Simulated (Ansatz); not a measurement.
# A hypothetical structure for TiGa4, part 2 of 2

This structure for TiGa4 is made up. Its elements were placed in a known structure type with a cell scaled to their sizes. What cell does the guess relax to, and how far off was it?

Ansatz 0.2.0; DFT, PBEsol, plane-wave PAW, files of the set soft_1, scalar-relativistic, no spin, cell and ions relaxed at zero pressure; PAW set soft_1 (the session's first sound run).

So far: Set-up; Relaxation of the guess. The relaxed cell has a = 5.907 Å (conventional setting).

## (3) Bands of the relaxed cell

With the geometry fixed, one more self-consistent run, with a narrower smearing and the mesh shown in its input, gives the bands, and its pressure, and its forces where symmetry allows any, show how far the geometry depends on these settings.

This step: DFT, PBEsol, plane-wave PAW, files of the set soft_1, scalar-relativistic, no spin, bands and density of states at the relaxed cell; PAW set soft_1 (Ansatz 0.2.0).

File input.yaml:

```yaml
crystal:
  lattice:
    - [-2.9535709965, 2.9535709965, 2.9535709965]
    - [2.9535709965, -2.9535709965, 2.9535709965]
    - [2.9535709965, 2.9535709965, -2.9535709965]
  atoms:
    - { symbol: Ga, position: [0.5, 0.5, 0.5] }
    - { symbol: Ga, position: [0.5, 0.0, 0.0] }
    - { symbol: Ga, position: [0.0, 0.5, 0.0] }
    - { symbol: Ga, position: [0.0, 0.0, 0.5] }
    - { symbol: Ti, position: [0.0, 0.0, 0.0] }
kpoints:
  mp_grid: { grid: [8, 8, 8] }
  band_path:
    path:
      - [[0.0, 0.0, 0.0], [0.5, -0.5, 0.5], [0.0, 0.0, 0.5], [0.0, 0.0, 0.0], [0.25, 0.25, 0.25], [0.5, -0.5, 0.5]]
      - [[0.25, 0.25, 0.25], [0.0, 0.0, 0.5]]
    npoints: 13
scf:
  occupations: { method: fermi_dirac, width: 0.03 }
  n_extra_bands: 9
hamiltonian:
  xc: pbesol
  pseudopotentials: { kind: paw, azcp: { folder: soft_1 }, xc_functional: pbe }
output:
  forces: true
  stress: true
  write_bands: true
  dos: { projected: true }
  write_density: true
  write_potential: true
  elf: true
  volumetric_format: npy
```

The run is started by

```bash
$ ansatz run input.yaml --threads 4 --pin off --max-ram 8192MiB --backend cpu --events-out ev --progress --plain --runs-dir out
```

Numbers of over 12 decimals in the logs are rounded to 6 here.

Output:

```text
[...]
Crystal: 5 atoms, lattice volume = 103.063 Å³
Basis set: ecut = 420 eV, 1985 PW (Γ), exchange–correlation on 72×72×72 points (8 copies of the dense FFT grid, shifted against one another)
Bands: 41, of which v1, the nominal top of the filled ones, is band 32 counted from 1 (31 counted from 0)
Symmetry: 48 space group operations
[...]
k-points: 29 of 512
[...]
SCF iter   1: F=—  HF=-17449.957253 eV  |F-HF|=—  |Δ(HF+E_count)|=         —  Δρ=1.02e-1  dr2=2.71e1  ethr=3.10e-3  ⟨swp⟩=5.4  Hψ=4055  notcnv=0
[...]
SCF iter  10: F=-17446.624822 eV  HF=-17446.624822 eV  |F-HF|=9.03e-9  |Δ(HF+E_count)|=   3.12e-7  Δρ=3.95e-6  dr2=2.45e-8  ethr=1.56e-10  ⟨swp⟩=12.0  Hψ=8012  notcnv=0
SCF 1 converged in 10 iterations: F = -17446.624822 eV  dr2 = 2.45e-8
[...]
NSCF: frozen V_eff on 80 k-points
SCF converged after 10 iterations
Free energy (F): -17446.624822 eV
[...]
Internal energy: -17446.609222 eV  (E = F + TS)
E sigma→0 (E₀):  -17446.617022 eV
Entropy (-TS):   -0.015600 eV (-3.120 meV/atom)
Fermi energy:    7.988002 eV
[...]
--- Stress (GPa, compression-positive) ---
       -0.028999      -0.000000       0.000000
       -0.000000      -0.028999       0.000000
        0.000000       0.000000      -0.028999
  P = ⅓ Tr σ = -0.0290 GPa (-0.290 kbar)
--- Band table (eV; the first three rows and the last of 29) ---
  k-point 0: bands = [... 28 lower, 7.4749, 7.4749, 7.4749, 7.9870, 7.9870, 7.9870, 9.1306, 9.1306, ... 5 higher]
  k-point 1: bands = [... 28 lower, 7.2283, 7.4563, 7.5852, 7.8160, 7.9165, 8.4356, 9.3069, 9.5895, ... 5 higher]
  k-point 2: bands = [... 28 lower, 6.7347, 7.2846, 7.7986, 7.8194, 8.0052, 9.5033, 9.6188, 10.2549, ... 5 higher]
  k-point 28: bands = [... 28 lower, 4.8062, 4.8062, 7.4497, 7.4497, 7.4497, 9.3616, 10.8381, 10.8381, ... 5 higher]
```

Elapsed: 4.2 s, on 4 threads of Arm Neoverse V2, shared host; peak memory 0.5 GiB; 15 s of CPU time.

This step gave:

```yaml
free_energy: -17446.6248 eV
energy_at_zero_smearing: -17446.6170 eV
smearing_term_ts: 0.01560 eV
fermi_energy: 7.988 eV
pressure: -0.02900 GPa
```

From bands.tsv, the bands that come nearest the Fermi level along the path, at its corners, in eV from the Fermi level:

```
point  band 29  band 30  band 31  band 32  band 33  band 34  band 35  band 36
    Γ    -0.51    -0.51    -0.51     0.00     0.00     0.00     1.14     1.14
    H    -3.18    -3.18    -0.54    -0.54    -0.54     1.37     2.85     2.85
    N    -1.78    -0.97     0.00     0.15     0.35     1.98     2.88     3.05
    Γ    -0.51    -0.51    -0.51     0.00     0.00     0.00     1.14     1.14
    P     0.20     0.20     0.20     0.54     0.54     3.30     3.30     3.30
    H    -3.18    -3.18    -0.54    -0.54    -0.54     1.37     2.85     2.85
    P     0.20     0.20     0.20     0.54     0.54     3.30     3.30     3.30
    N    -1.78    -0.97     0.00     0.15     0.35     1.98     2.88     3.05
```

States per cell as run, both spins, in windows of 1 eV, from dos.tsv (zero at the Fermi level):

```csv
from,to,total
-8,-7,1.00
-7,-6,1.11
-6,-5,1.97
-5,-4,1.65
-4,-3,1.25
-3,-2,1.15
-2,-1,1.99
-1,0,5.43
0,1,2.13
1,2,1.23
2,3,3.98
3,4,3.81
4,5,2.44
```

A further 48.4 states lie below the table's range.

Valence density in the ac plane of the conventional cell at fractional y = 0.250, with atoms of Ga within 0.2 Å of it. It is the smooth field of the valence electrons, not physical close to the nuclei.

Values in e/Å³, 16 rows by 16 columns, each cell a mean:
```
 0  0  0  0  0  0  0  0  0  0  0  0  0  0  0  0
 0  0  0  1  1  0  0  0  0  0  0  1  1  0  0  0
 0  0  1  4  7  2  0  0  0  0  1  4  7  2  0  0
 0  0  2 20 33  7  1  0  0  0  2 20 33  7  1  0
 0  0  1 12 20  4  1  0  0  0  2 12 20  4  1  0
 0  0  0  1  2  1  0  0  0  0  1  2  2  1  0  0
 0  0  0  0  0  0  0  0  0  0  0  0  0  0  0  0
 0  0  0  0  0  0  0  0  0  0  0  0  0  0  0  0
 0  0  0  0  0  0  0  0  0  0  0  0  0  0  0  0
 0  0  0  1  1  0  0  0  0  0  0  1  1  0  0  0
 0  0  1  4  7  2  0  0  0  0  1  4  7  2  0  0
 0  0  2 20 33  7  1  0  0  0  2 20 33  7  1  0
 0  0  2 12 20  4  1  0  0  0  1 12 20  4  1  0
 0  0  1  2  2  1  0  0  0  0  0  1  2  1  0  0
 0  0  0  0  0  0  0  0  0  0  0  0  0  0  0  0
 0  0  0  0  0  0  0  0  0  0  0  0  0  0  0  0
```
Columns run along a (5.9 Å), rows up along c (5.9 Å), edges of the conventional cell, whose origin can differ from the input's. Atoms in or near the plane, at fractional coordinates: Ga at (0.25, 0.25), Ga at (0.75, 0.25), Ga at (0.75, 0.75), Ga at (0.25, 0.75).

ELF in the ac plane of the conventional cell at fractional y = 0.250, with atoms of Ga within 0.2 Å of it. It is the smooth field of the valence electrons, not physical close to the nuclei.

Values, 16 rows by 16 columns, each cell a mean:
```
0.21 0.35 0.49 0.47 0.41 0.35 0.25 0.14 0.12 0.20 0.31 0.38 0.45 0.50 0.43 0.26
0.40 0.45 0.40 0.32 0.28 0.28 0.28 0.25 0.23 0.27 0.28 0.28 0.30 0.37 0.45 0.43
0.52 0.43 0.29 0.15 0.11 0.20 0.28 0.35 0.37 0.30 0.25 0.14 0.11 0.23 0.37 0.50
0.51 0.36 0.20 0.06 0.12 0.11 0.28 0.41 0.47 0.33 0.20 0.06 0.12 0.11 0.30 0.45
0.43 0.32 0.22 0.07 0.06 0.15 0.32 0.47 0.52 0.39 0.24 0.07 0.06 0.14 0.28 0.38
0.31 0.29 0.27 0.22 0.20 0.29 0.40 0.49 0.49 0.46 0.35 0.24 0.20 0.25 0.28 0.31
0.18 0.24 0.29 0.32 0.36 0.43 0.45 0.35 0.31 0.42 0.46 0.39 0.33 0.30 0.27 0.20
0.10 0.18 0.31 0.43 0.51 0.52 0.40 0.21 0.16 0.31 0.49 0.52 0.47 0.37 0.23 0.12
0.12 0.20 0.31 0.38 0.45 0.50 0.44 0.26 0.21 0.35 0.49 0.47 0.41 0.35 0.25 0.14
0.23 0.26 0.27 0.28 0.30 0.37 0.45 0.44 0.40 0.45 0.40 0.32 0.28 0.28 0.28 0.25
0.37 0.30 0.24 0.14 0.11 0.23 0.37 0.50 0.52 0.43 0.29 0.15 0.11 0.20 0.28 0.35
0.46 0.33 0.20 0.06 0.12 0.11 0.30 0.45 0.51 0.36 0.20 0.06 0.12 0.11 0.28 0.41
0.52 0.39 0.24 0.07 0.06 0.14 0.28 0.38 0.43 0.32 0.22 0.07 0.06 0.15 0.32 0.47
0.49 0.46 0.34 0.24 0.20 0.24 0.27 0.31 0.31 0.29 0.27 0.22 0.20 0.29 0.40 0.49
0.31 0.43 0.46 0.39 0.33 0.30 0.26 0.20 0.18 0.24 0.29 0.32 0.36 0.43 0.45 0.35
0.16 0.31 0.49 0.52 0.46 0.37 0.23 0.12 0.10 0.18 0.31 0.43 0.51 0.52 0.40 0.21
```
Columns run along a (5.9 Å), rows up along c (5.9 Å), edges of the conventional cell, whose origin can differ from the input's. Atoms in or near the plane, at fractional coordinates: Ga at (0.25, 0.25), Ga at (0.75, 0.25), Ga at (0.75, 0.75), Ga at (0.25, 0.75).

Electrostatic potential energy in the ac plane of the conventional cell at fractional y = 0.250, with atoms of Ga within 0.2 Å of it. With pseudopotentials it is smooth inside the atoms' cores, unlike the true potential.

Values in eV, 16 rows by 16 columns, each cell a mean:
```
10 10  9  7  6  8 10 11 11 11  9  7  7  8  9 10
10  8  3  0  0  1  6 10 10  8  2  0  1  1  6  9
 9  4  2 20 27  8  1  8  9  4  1 20 27  9  1  8
 9  2 11 43 47 27  0  6  8  2 10 43 47 27  1  7
 9  2  7 36 43 20  0  7  9  2  7 36 43 20  0  7
10  6  0  7 11  2  3  9 10  6  0  7 10  1  2  9
11 10  6  2  2  4  8 10 10  9  6  2  2  4  8 11
12 11 10  9  9  9 10 10 10 10 10  9  8  9 10 11
11 11  9  7  7  8  9 10 10 10  9  7  6  8 10 11
10  8  2  0  1  1  6  9 10  8  3  0  0  1  6 10
 9  4  1 20 27  9  1  8  9  4  2 20 27  8  1  8
 8  2 10 43 47 27  1  7  9  2 11 43 47 27  0  6
 9  2  7 36 43 20  0  7  9  2  7 36 43 20  0  7
10  6  0  7 10  1  2  9 10  6  0  7 11  2  3  9
10  9  6  2  2  4  8 11 11 10  6  2  2  4  8 10
10 10 10  9  8  9 10 11 12 11 10  9  9  9 10 10
```
Columns run along a (5.9 Å; values clipped at the 3rd and 97th percentile), rows up along c (5.9 Å), edges of the conventional cell, whose origin can differ from the input's. Atoms in or near the plane, at fractional coordinates: Ga at (0.25, 0.25), Ga at (0.75, 0.25), Ga at (0.75, 0.75), Ga at (0.25, 0.75).

## (4) What came out

| Property | Result |
| --- | --- |
| space group, relaxed | Im-3m |
| conventional cell | a = 5.907, b = 5.907, c = 5.907 Å; α = 90.0°, β = 90.0°, γ = 90.0° |
| volume per atom | 20.61 Å³ (guess 18.47) |

In words: TiGa4 relaxes to Im-3m with a = 5.907, b = 5.907 and c = 5.907 Å. The guessed volume was 10 % too small. The space group Im-3m was held in the relaxation, so the end point is a stationary structure within it and may be a saddle against distortions or other arrangements. Bands cross the Fermi level, so it is a metal or semimetal at this level. On the 8×8×8 mesh with the narrower smearing (relaxed on 7×7×7) the forces vanish, as symmetry may demand, and the largest stress component is 0.029 GPa, within the relaxation's thresholds of 0.015 eV/Å and 0.05 GPa. The cutoff wasn't tested. No dispersion term is used, so weakly bound directions may come out too long. The runs have no spin, and magnetism wasn't tested. Nothing here tests whether the compound is stable against decomposition.

[Logs are printed without paths, hosts, clocks, repeated set-up lines and the standing remarks that a program may print on its own settings, such as how far it seeks lower states.]

[Hosts, paths, dates, database ids (printed as entryN), source tags and the programs' standing remarks are cut or masked in the printed files.]
